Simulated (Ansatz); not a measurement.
# TcB (P-6m2): phonons and vibrational spectra

How does TcB (P-6m2) vibrate, and is this structure a minimum?

Calculated with Ansatz 0.2.0; DFT PBEsol, scalar-relativistic, plane waves, PAW.

This is a report of a sequence of runs, with most program output left out.

### 1. The starting structure

Symmetry: P-6m2, No. 187, hexagonal system. The conventional cell has a = 2.880 Å, b = 2.880 Å, c = 2.946 Å, α = 90.00°, β = 90.00°, γ = 120.00°. Tc has 6 B at 2.22 Å nearest. Nearest to B lie 6 Tc at 2.22 Å. Farther neighbours are not listed.

### 2. Coarse relaxation

A rough relaxation comes first, because large forces or stress need no tight tolerances yet.

Contents of input.yaml:

```yaml
crystal:
  lattice:
    - [2.8803887095, 0.0, 0.0]
    - [-1.4401943547, 2.4944897952, 0.0]
    - [0.0, 0.0, 2.945552]
  atoms:
    - { symbol: Tc, position: [0.0, 0.0, 0.0] }
    - { symbol: B, position: [0.33333333, 0.66666667, 0.5] }
kpoints:
  mp_grid: { grid: [9, 9, 6] }
hamiltonian:
  xc: pbesol
scf:
  occupations: { method: gaussian, width: 0.1 }
output:
  forces: true
  stress: true
  eigenvalues: true
relax:
  adjacent_minimum: "off"
  f_tol: 0.05
  max_steps: 80
  cell: { stress_tol: 0.5 }
```

Run with:

```
> ansatz run input.yaml --threads 4 --pin off --max-ram 7168MiB --backend cpu --events-out ev --progress --plain --runs-dir out
```

The job ended after 2.6 s (4 threads of Arm Neoverse V1, shared host; peak memory 0.31 GiB; 9 s of CPU time).

Step by step:

| step | energy less that of the first step (eV) | largest force component (eV/Å) | pressure (GPa) | volume (Å³) |
| --- | --- | --- | --- | --- |
| 1 | 0.0000 | 0.0000 | -9.63 | 21.16 |
| 2 | -0.0172 | 0.0000 | 3.21 | 20.30 |
| 3 | -0.0204 | 0.0000 | -0.13 | 20.52 |
| 4* | -0.0203 | 0.0000 | -0.14 | 20.52 |

Relaxation steps marked * repeat the geometry before them on a plane-wave basis chosen anew for their cell, so energy and pressure can jump there.

Forces are held to the 12 operations that the run works with; a distortion that breaks them can't arise in this run.

| conventional cell, symmetrised | before | after | change |
| --- | --- | --- | --- |
| a (Å) | 2.880 | 2.853 | -0.9 % |
| b (Å) | 2.880 | 2.853 | -0.9 % |
| c (Å) | 2.946 | 2.911 | -1.2 % |
| volume (Å³/atom) | 10.58 | 10.26 | -3.0 % |

The relaxed structure:

```xyz
2
Lattice="2.8530 0.0000 0.0000 -1.4265 2.4708 0.0000 0.0000 0.0000 2.9108" Properties=species:S:1:pos:R:3 pbc="T T T"
Tc    0.0000    0.0000    0.0000
B     0.0000    1.6472    1.4554
```

Numbers from this step:

- pressure: -0.1438 GPa
- volume per atom: 10.26 Å³
- gap on the k-mesh: 0 eV

In this step the volume went from 10.58 to 10.26 Å³/atom.

### 3. Relaxation

Harmonic phonons are second derivatives at a point where the forces vanish, and they are wanted at zero stress, so atoms and cell are relaxed first.

Contents of input.yaml:

```yaml
crystal:
  lattice:
    - [2.8530377672, 0.0, 0.0]
    - [-1.4265188836, 2.4708031844, 0.0]
    - [0.0, 0.0, 2.9107529476]
  atoms:
    - { symbol: Tc, position: [0.0, 0.0, 0.0] }
    - { symbol: B, position: [0.3333333333, 0.6666666667, 0.5] }
kpoints:
  mp_grid: { grid: [15, 15, 14] }
hamiltonian:
  xc: pbesol
scf:
  occupations: { method: gaussian, width: 0.1 }
output:
  forces: true
  stress: true
  eigenvalues: true
  write_density: true
  write_potential: true
  elf: true
  volumetric_format: npy
relax:
  adjacent_minimum: "off"
  f_tol: 0.005
  max_steps: 80
  cell: { stress_tol: 0.05 }
```

Elapsed: 10 s, on 4 threads; peak memory 0.42 GiB; 38 s of CPU time.

The steps of the relaxation:

| step | energy less that of the first step (eV) | largest force component (eV/Å) | pressure (GPa) | volume (Å³) |
| --- | --- | --- | --- | --- |
| 1 | 0.0000 | 0.0000 | 0.01 | 20.52 |
| 2 | -0.0001 | 0.0000 | 0.29 | 20.49 |
| 3 | -0.0002 | 0.0000 | -0.02 | 20.51 |
| 4* | -0.0002 | 0.0000 | -0.02 | 20.51 |

Relaxation steps marked * repeat the geometry before them on a plane-wave basis chosen anew for their cell, so energy and pressure can jump there.

Forces are held to the 12 operations that the run works with; a distortion that breaks them can't arise in this run.

| conventional cell, symmetrised | before | after | change |
| --- | --- | --- | --- |
| a (Å) | 2.853 | 2.849 | -0.1 % |
| b (Å) | 2.853 | 2.849 | -0.1 % |
| c (Å) | 2.911 | 2.918 | +0.2 % |
| volume (Å³/atom) | 10.26 | 10.26 | -0.0 % |

The relaxed structure:

```cif
data_structure
_symmetry_space_group_name_H-M 'P 1'
_symmetry_Int_Tables_number 1
_cell_length_a 2.8493
_cell_length_b 2.8493
_cell_length_c 2.9177
_cell_angle_alpha 90.000
_cell_angle_beta 90.000
_cell_angle_gamma 120.000
_cell_volume 20.51
loop_
_atom_site_label
_atom_site_type_symbol
_atom_site_fract_x
_atom_site_fract_y
_atom_site_fract_z
_atom_site_occupancy
Tc1 Tc 0.00000 0.00000 0.00000 1
B2 B 0.33333 0.66667 0.50000 1
```

Numbers from this step:

```
pressure : -0.01622 GPa
```

Electrostatic potential energy in the ac plane at fractional y = 0.667, with atoms of B within 0.2 Å of it. With pseudopotentials it is smooth inside the atoms' cores, unlike the true potential.

Ten even steps from '0' (-39 eV) to '9' (20 eV):
```
789999999876556
889999999887777
899999999988888
999877789999999
998643468999999
986300036899999
985100015899999
985100015899999
986300036899999
998643468999999
999877789999999
899999999988888
889999999887777
789999999876556
789999999876556
```
Columns run along a (2.8 Å; values clipped at the 3rd and 97th percentile), rows up along c (2.9 Å). Atoms in or near the plane, at fractional coordinates: B at (0.33, 0.50).

Valence density in the ac plane at fractional y = 0.667, with atoms of B within 0.2 Å of it. It is the smooth field of the valence electrons, not physical close to the nuclei.

Values in e/Å³, 15 rows by 15 columns:
```
0.8 0.5 0.4 0.4 0.3 0.3 0.3 0.4 0.4 0.5 0.8 1.1 1.3 1.3 1.1
0.6 0.5 0.4 0.4 0.4 0.4 0.4 0.4 0.4 0.5 0.6 0.8 0.9 0.9 0.8
0.5 0.5 0.5 0.5 0.5 0.5 0.5 0.5 0.5 0.5 0.5 0.6 0.6 0.6 0.6
0.4 0.5 0.5 0.6 0.6 0.7 0.6 0.6 0.5 0.5 0.4 0.4 0.4 0.4 0.4
0.4 0.5 0.6 0.7 0.7 0.7 0.7 0.7 0.6 0.5 0.4 0.3 0.3 0.3 0.3
0.4 0.5 0.6 0.7 0.6 0.6 0.6 0.7 0.6 0.5 0.4 0.3 0.3 0.3 0.3
0.4 0.5 0.6 0.6 0.4 0.3 0.4 0.6 0.6 0.5 0.4 0.3 0.3 0.3 0.3
0.4 0.5 0.6 0.6 0.4 0.3 0.4 0.6 0.6 0.5 0.4 0.3 0.3 0.3 0.3
0.4 0.5 0.6 0.7 0.6 0.6 0.6 0.7 0.6 0.5 0.4 0.3 0.3 0.3 0.3
0.4 0.5 0.6 0.7 0.7 0.7 0.7 0.7 0.6 0.5 0.4 0.3 0.3 0.3 0.3
0.4 0.5 0.5 0.6 0.6 0.7 0.6 0.6 0.5 0.5 0.4 0.4 0.4 0.4 0.4
0.5 0.5 0.5 0.5 0.5 0.5 0.5 0.5 0.5 0.5 0.5 0.6 0.6 0.6 0.6
0.6 0.5 0.4 0.4 0.4 0.4 0.4 0.4 0.4 0.5 0.6 0.8 0.9 0.9 0.8
0.8 0.5 0.4 0.4 0.3 0.3 0.3 0.4 0.4 0.5 0.8 1.1 1.3 1.3 1.1
0.8 0.6 0.4 0.4 0.3 0.3 0.3 0.4 0.4 0.6 0.8 1.2 1.5 1.5 1.2
```
Columns run along a (2.8 Å), rows up along c (2.9 Å). Atoms in or near the plane, at fractional coordinates: B at (0.33, 0.50).

ELF in the ac plane at fractional y = 0.667, with atoms of B within 0.2 Å of it. It is the smooth field of the valence electrons, not physical close to the nuclei.

Ten even steps from '0' (0.01) to '9' (0.68):
```
333455543335665
334677764334554
346899986433333
469999999643223
689976799864224
798521258975335
897200027986446
897200027986446
798521258975335
689976799864224
469999999643223
346899986433333
334677764334554
333455543335665
422344432245776
```
Columns run along a (2.8 Å), rows up along c (2.9 Å). Atoms in or near the plane, at fractional coordinates: B at (0.33, 0.50).

In this step the volume went from 10.26 to 10.26 Å³/atom.

### 4. Tight relaxation

Phonons need a cell at rest on their own settings, so the relaxation is repeated with tight tolerances on forces and stress on the k mesh and occupations of the first response run.

Contents of input.yaml:

```yaml
crystal:
  lattice:
    - [2.8492886016, 0.0, 0.0]
    - [-1.4246443008, 2.4675563117, 0.0]
    - [0.0, 0.0, 2.9177234415]
  atoms:
    - { symbol: Tc, position: [0.0, 0.0, 0.0] }
    - { symbol: B, position: [0.3333333333, 0.6666666667, 0.5] }
kpoints:
  mp_grid: { grid: [15, 15, 16] }
hamiltonian:
  xc: pbesol
scf:
  occupations: { method: methfessel_paxton, width: 0.15 }
output:
  forces: true
  stress: true
  eigenvalues: true
relax:
  adjacent_minimum: "off"
  f_tol: 0.001
  max_steps: 60
  cell: { stress_tol: 0.01 }
```

The job ended after 10 s (4 threads; peak memory 0.42 GiB).

Little changed from the start: no atom moved by 0.005 Å and no cell edge by 0.1 %.

This step gave:

```yaml
pressure: -0.001340 GPa
```

The forces vanish by symmetry and the pressure is -0.001 GPa, within the tolerances set. The cell now holds 10.26 Å³/atom.

### 5. Modes at Γ

The zone centre comes first: it holds the modes that light can see, as far as symmetry allows. No field response is asked, since the mesh shows no gap.

input.yaml, the sections that differ from step 4:

```yaml
crystal:
  lattice:
    - [2.8488483565, 0.0, 0.0]
    - [-1.4244241782, 2.4671750482, 0.0]
    - [0.0, 0.0, 2.9181113937]
  atoms:
    - { symbol: Tc, position: [0.0, 0.0, 0.0] }
    - { symbol: B, position: [0.3333333333, 0.6666666667, 0.5] }
output:
  eigenvalues: true
phonons:
  method: dfpt
# kpoints, hamiltonian, scf: as in step 4
# relax: removed
```

Run time: 25 s. Hardware: 4 threads; peak memory 0.85 GiB; 93 s of CPU time.

Numbers from this step:

- sum-rule residual before enforcement: 3.34e-4 eV/Å²
- point group: -6m2
- highest optical mode at the zone centre (no LO-TO term): 604.9 cm⁻¹
- lowest optical zone-centre mode: 542.6 cm⁻¹

Patterns of degenerate modes are one choice out of their space. Modes at Γ, with each element's share of the kinetic energy:

| mode | frequency (cm⁻¹) | symmetry | Tc % | B % |
| --- | --- | --- | --- | --- |
| 1 | 0.0 | acoustic | 90 | 10 |
| 2 | 0.0 | acoustic | 90 | 10 |
| 3 | 0.0 | acoustic | 90 | 10 |
| 4 | 542.6 | E' | 10 | 90 |
| 5 | 542.6 | E' | 10 | 90 |
| 6 | 604.9 | A2'' | 10 | 90 |

Displacements in mode 5 (542.6 cm⁻¹), the largest set to 1:
```
Tc1  0.05 -0.11  0.00
B2  -0.49  1.00  0.00
```

Displacements in mode 6 (604.9 cm⁻¹), the largest set to 1:
```
Tc1  0.00  0.00 -0.11
B2   0.00  0.00  1.00
```

Before it was imposed, the acoustic sum rule was missed by 3.3e-4 eV/Å². Small misses are needed for a sound result but don't prove that mesh and cutoff are converged. The lowest optical mode is real, 543 cm⁻¹.

### 6. Response at finite wavevector

Stability and thermal properties need the whole zone. Linear response on a 3×3×4 q mesh gives force constants as far as a supercell of that size would.

input.yaml, the sections that differ from step 5:

```yaml
phonons:
  method: dfpt
  qmesh: [3, 3, 4]
  temperatures: { t_max: 1000, t_step: 50 }
  qpath:
    path:
      - [[0.0, 0.0, 0.0], [0.5, 0.0, 0.0], [0.33333333, 0.33333333, 0.0], [0.0, 0.0, 0.0], [0.0, 0.0, 0.5], [0.5, 0.0, 0.5], [0.33333333, 0.33333333, 0.5], [0.0, 0.0, 0.5]]
      - [[0.5, 0.0, 0.5], [0.5, 0.0, 0.0]]
      - [[0.33333333, 0.33333333, 0.5], [0.33333333, 0.33333333, 0.0]]
    npoints: 10
# crystal, kpoints, hamiltonian, scf, output: as in step 5
```

Elapsed: 5.6 min, on 4 threads; peak memory 1.7 GiB; 22 min of CPU time.

Numbers from this step:

- sum-rule residual before enforcement: 3.35e-4 eV/Å²
- lowest frequency on the path: 0 cm⁻¹
- highest frequency on the path or at a solved wavevector: 716.2 cm⁻¹
- mean frequency: 399.6 cm⁻¹
- Debye temperature (second moment): 815 K
- logarithmic mean frequency: 354.8 cm⁻¹
- lowest mode on the q mesh (acoustic modes at Γ apart): 144.3 cm⁻¹
- zero-point energy per atom: 74.31 meV
- heat capacity at 300 K: 18.19 J/(mol atoms K)
- vibrational entropy at 300 K: 15.62 J/(mol atoms K)
- edges of the widest gap between branches, on path and mesh: 301.4, 464.4 cm⁻¹

Frequencies (cm⁻¹) solved at each irreducible wavevector; negative means imaginary. Frequencies by wavevector, by row:

| q in reciprocal lattice units | star | mode 1 | mode 2 | mode 3 | mode 4 | mode 5 | mode 6 |
| --- | --- | --- | --- | --- | --- | --- | --- |
| 0 0 0 | 1 | 0 | 0 | 0 | 542.6 | 542.6 | 604.9 |
| 0 0 0.25 | 2 | 144.3 | 144.3 | 216 | 509.8 | 509.8 | 680.4 |
| 0 0 -0.5 | 1 | 225.2 | 225.2 | 287.9 | 464.4 | 464.4 | 716.2 |
| 0 0.3333 0 | 6 | 159.4 | 206.9 | 265.8 | 515 | 590.4 | 631.3 |
| 0 0.3333 0.25 | 12 | 204 | 210.8 | 279.5 | 506 | 548.7 | 666 |
| 0 0.3333 -0.5 | 6 | 228.8 | 248.5 | 255.7 | 515.7 | 525.8 | 674.2 |
| 0.3333 0.3333 0 | 2 | 230.6 | 253.2 | 285.8 | 507.4 | 594.5 | 648.2 |
| 0.3333 0.3333 0.25 | 4 | 239 | 251.1 | 268.9 | 505.9 | 567.6 | 623.8 |
| 0.3333 0.3333 -0.5 | 2 | 218.2 | 245.8 | 272.6 | 546.1 | 547.5 | 613.8 |

Interpolated from a 3×3×4 q mesh, rough between the solved points. The phonon branches at the labelled points (cm⁻¹):

| point | branch 1 | branch 2 | branch 3 | branch 4 | branch 5 | branch 6 |
| --- | --- | --- | --- | --- | --- | --- |
| Γ | 0 | 0 | 0 | 543 | 543 | 605 |
| halfway | 132 | 165 | 221 | 526 | 575 | 623 |
| M | 181 | 244 | 301 | 503 | 605 | 639 |
| halfway | 205 | 248 | 294 | 506 | 599 | 644 |
| K | 231 | 253 | 286 | 507 | 594 | 648 |
| halfway | 156 | 186 | 239 | 523 | 580 | 628 |
| Γ | 0 | 0 | 0 | 543 | 543 | 605 |
| halfway | 144 | 144 | 216 | 510 | 510 | 680 |
| A | 225 | 225 | 288 | 464 | 464 | 716 |
| halfway | 242 | 243 | 247 | 499 | 509 | 693 |
| L | 221 | 251 | 263 | 532 | 541 | 650 |
| halfway | 220 | 248 | 268 | 538 | 545 | 632 |
| H | 218 | 246 | 273 | 546 | 548 | 614 |
| halfway | 235 | 244 | 253 | 507 | 518 | 682 |
| A | 225 | 225 | 288 | 464 | 464 | 716 |
| jump to L | 221 | 251 | 263 | 532 | 541 | 650 |
| halfway | 225 | 232 | 284 | 503 | 556 | 659 |
| M | 181 | 244 | 301 | 503 | 605 | 639 |
| jump to H | 218 | 246 | 273 | 546 | 548 | 614 |
| halfway | 239 | 251 | 269 | 506 | 568 | 624 |
| K | 231 | 253 | 286 | 507 | 594 | 648 |

Tetrahedra on a 27×27×24 mesh, mean over bins of 10 cm-1. Interpolated from a 3×3×4 q mesh, rough between the solved points. Table of phonon density of states by wavenumber; read off at these points:

wavenumber (cm⁻¹), phonon density of states (1/cm⁻¹/cell) and a bar:
```
        5     0.0000 
       25     0.0001 
       55     0.0004 
       75     0.0008 #
      105     0.0018 #
      125     0.0027 ##
      155     0.0052 ###
      175     0.0086 #####
      205     0.0170 ##########
      225     0.0363 ######################
      245     0.0270 #################
      265     0.0302 ###################
      275     0.0215 #############
      295     0.0061 ####
      325     0.0000 
      345     0.0000 
      375     0.0000 
      395     0.0000 
      425     0.0000 
      445     0.0000 
      475     0.0021 #
      495     0.0070 ####
      505     0.0489 ##############################
      515     0.0265 ################
      545     0.0213 #############
      565     0.0104 ######
      595     0.0079 #####
      615     0.0028 ##
      645     0.0267 ################
      665     0.0098 ######
      695     0.0042 ###
      715     0.0012 #
```

The partial phonon density of states has structure finer than the step of the table below, so its rows give means over 25 cm⁻¹, whole bins alone (the curve runs from -10 to 747 cm⁻¹). Peaks (cm⁻¹: height): B 504.5: 0.0362, 647.4: 0.0226; Tc 223.4: 0.0325.

Phonopy on the run's constants, 21x21x19 mesh, Gaussian sigma 5.4 cm-1. Interpolated from a 3×3×4 q mesh, rough between the solved points. The partial phonon density of states by wavenumber; means over each step; values in 1/cm⁻¹/cell:

| wavenumber (cm⁻¹) | B | Tc |
| --- | --- | --- |
| 25 | 9.4e-6 | 8.2e-5 |
| 50 | 3.5e-5 | 3.3e-4 |
| 75 | 8.1e-5 | 7.7e-4 |
| 100 | 1.5e-4 | 0.00145 |
| 125 | 2.5e-4 | 0.00258 |
| 150 | 4.0e-4 | 0.00439 |
| 175 | 7.0e-4 | 0.00824 |
| 200 | 0.00120 | 0.0153 |
| 225 | 0.00199 | 0.0280 |
| 250 | 8.3e-4 | 0.0260 |
| 275 | 3.8e-4 | 0.0220 |
| 300 | 3.7e-5 | 0.00479 |
| 325 | 0 | 1.0e-5 |
| 350 | 0 | 0 |
| 375 | 0 | 0 |
| 400 | 0 | 0 |
| 425 | 0 | 0 |
| 450 | 6.0e-5 | 1.8e-7 |
| 475 | 0.00223 | 5.6e-5 |
| 500 | 0.0228 | 0.00139 |
| 525 | 0.0216 | 0.00142 |
| 550 | 0.0151 | 0.00125 |
| 575 | 0.00927 | 3.6e-4 |
| 600 | 0.00488 | 9.9e-5 |
| 625 | 0.00808 | 4.5e-4 |
| 650 | 0.0187 | 6.7e-4 |
| 675 | 0.00724 | 2.9e-4 |
| 700 | 0.00357 | 8.4e-5 |
| 725 | 4.4e-4 | 3.5e-6 |

Second derivatives of the energy by pair, one row for each kind of neighbour of each atom listed. Each entry sums the pair over the periodic images of the supercell that the q mesh stands for, and in a polar crystal it holds the long-range dipole part too. Force constants by pair, by row:

| atom | neighbour | distance (Å) | third of the trace (eV/Å²) | along the pair's line (eV/Å²) |
| --- | --- | --- | --- | --- |
| Tc1 | itself | 0 | 24.18 | – |
| Tc1 | B | 2.199 | -1.903 | -5.057 |
| Tc1 | Tc | 2.849 | -1.175 | -2.907 |
| Tc1 | Tc | 2.918 | -1.26 | -1.834 |
| Tc1 | B | 3.599 | -0.0124 | -0.2203 |
| Tc1 | Tc | 4.078 | -0.2023 | -0.6034 |
| Tc1 | B | 4.59 | -0.0139 | -0.0454 |
| Tc1 | B | 4.676 | -0.0458 | 0.0031 |
| Tc1 | Tc | 4.934 | -0.1455 | -0.2561 |
| B2 | itself | 0 | 12.64 | – |
| B2 | Tc | 2.199 | -1.903 | -5.057 |
| B2 | B | 2.849 | -0.0474 | -0.4977 |
| B2 | B | 2.918 | 0.0732 | -0.402 |
| B2 | Tc | 3.599 | -0.0124 | -0.2203 |
| B2 | B | 4.078 | -0.0685 | -0.3049 |
| B2 | Tc | 4.59 | -0.0139 | -0.0454 |
| B2 | Tc | 4.676 | -0.0458 | 0.0031 |
| B2 | B | 4.934 | -0.1066 | -0.0534 |

Harmonic thermodynamic functions per atom, from the density of states. Interpolated from a 3×3×4 q mesh, rough between the solved points. Thermodynamic functions, by row:

| T (K) | F_vib (meV/atom) | S (J/mol-atom/K) | C_V (J/mol-atom/K) |
| --- | --- | --- | --- |
| 0 | 74.31 | 0 | 0 |
| 50 | 74.28 | 0.317 | 1.125 |
| 100 | 73.62 | 2.501 | 5.856 |
| 200 | 67.67 | 9.136 | 13.63 |
| 300 | 54.77 | 15.62 | 18.19 |
| 400 | 35.6 | 21.22 | 20.64 |
| 500 | 11.07 | 25.99 | 22.01 |
| 600 | -18.03 | 30.08 | 22.83 |
| 700 | -51.09 | 33.64 | 23.36 |
| 800 | -87.62 | 36.78 | 23.71 |
| 900 | -127.2 | 39.59 | 23.96 |
| 1000 | -169.6 | 42.13 | 24.14 |

Harmonic mean-square displacement, third of the trace. Interpolated from a 3×3×4 q mesh, rough between the solved points. Mean square displacements, by row:

| T (K) | Tc1 U_eq (Å²) | B2 U_eq (Å²) |
| --- | --- | --- |
| 0 | 7.80e-4 | 0.00303 |
| 100 | 9.10e-4 | 0.00314 |
| 300 | 0.00182 | 0.00413 |
| 600 | 0.00345 | 0.00663 |

Symmetry leaves 9 wavevectors to solve. The lowest mode among them, the acoustic zeros apart, lies at q = (0, 0, 0.25) and is real, 144 cm⁻¹.

### 7. Another isotope

An isotope changes the mass and not the force constants, so no new electronic calculation is needed; the shifts show which modes move this element.

The same force constants with the mass of B changed from 10.810 to 10.013 u (phonopy, no LO-TO term). Both lists are sorted by frequency; levels can cross, so a row need not hold one and the same mode. Modes under 3 cm⁻¹ are left out. Isotope shifts, by row:

| q | rank | natural mass (cm⁻¹) | changed mass (cm⁻¹) |
| --- | --- | --- | --- |
| 0 0 0 | 4 | 542.6 | 561.7 |
| 0 0 0 | 5 | 542.6 | 561.7 |
| 0 0 0 | 6 | 604.9 | 626.2 |
| 0 0 0.25 | 1 | 144.3 | 144.7 |
| 0 0 0.25 | 2 | 144.3 | 144.7 |
| 0 0 0.25 | 3 | 216 | 216.4 |
| 0 0 0.25 | 4 | 509.8 | 528.3 |
| 0 0 0.25 | 5 | 509.8 | 528.3 |
| 0 0 0.25 | 6 | 680.4 | 705.9 |
| 0 0 -0.5 | 1 | 225.2 | 225.2 |
| 0 0 -0.5 | 2 | 225.2 | 225.2 |
| 0 0 -0.5 | 3 | 287.9 | 287.9 |
| 0 0 -0.5 | 4 | 464.4 | 482.5 |
| 0 0 -0.5 | 5 | 464.4 | 482.5 |
| 0 0 -0.5 | 6 | 716.2 | 744.2 |
| 0 0.3333 0 | 1 | 159.4 | 159.9 |
| 0 0.3333 0 | 2 | 206.9 | 207.2 |
| 0 0.3333 0 | 3 | 265.8 | 266 |
| 0 0.3333 0 | 4 | 515 | 533.3 |
| 0 0.3333 0 | 5 | 590.4 | 613 |
| 0 0.3333 0 | 6 | 631.3 | 654.8 |

A mode of this element alone would shift by +3.90 %. The highest zone-centre frequency without the field goes from 604.9 to 626.2 cm⁻¹ (+3.5 %). The product of the frequency ratios over all optical modes at Γ is 1.109; the product rule, (m/m′)^(3k/2) (M′/M)^(3/2) with k = 1 such atoms and M the mass of the cell, gives 1.109.

### 8. What came out

| Property | Result |
| --- | --- |
| space group after relaxation (within 0.01 Å) | P-6m2 |
| volume per atom | 10.3 Å³ |
| electronic character | no gap on this mesh |
| highest optical mode at the zone centre (no LO-TO term) | 605 cm⁻¹ |
| lowest optical zone-centre mode | 543 cm⁻¹ |
| lowest mode on the q mesh (acoustic modes at Γ apart) | 144 cm⁻¹ |
| highest frequency on the path or at a solved wavevector | 716 cm⁻¹ |
| zero-point energy per atom | 74.3 meV |
| heat capacity at 300 K | 18.2 J/(mol atoms K) |
| vibrational entropy at 300 K | 15.6 J/(mol atoms K) |
| Debye temperature (second moment) | 815 K |
| imaginary modes on the 3×3×4 q mesh | none |

**Reading.** The structure is a minimum as far as tested: no mode is imaginary at the 9 irreducible wavevectors of the 3×3×4 mesh, and the softest away from the acoustic zeros lies at 144 cm⁻¹. The optical modes at Γ span 543 to 605 cm⁻¹. The highest mode in this list at Γ, 604.9 cm⁻¹, is mostly motion of B (90 % of the kinetic energy). On the path and the mesh, the widest gap between branches runs from 301 to 464 cm⁻¹. The q mesh stands for a supercell only 8.5 Å across, so branches between the solved wavevectors are rough. With no gap, or one that is small against the smearing, the frequencies hang on the k mesh and the smearing, most of all near Kohn anomalies. These are harmonic frequencies at zero temperature: anharmonic shifts, linewidths and thermal expansion are left out.

[Logs are printed without paths, hosts, clocks, repeated set-up lines and the standing remarks that a program may print on its own settings, such as how far it seeks lower states.]

[Hosts, paths, dates, database ids (printed as entryN), source tags and the programs' standing remarks are cut or masked in the printed files.]
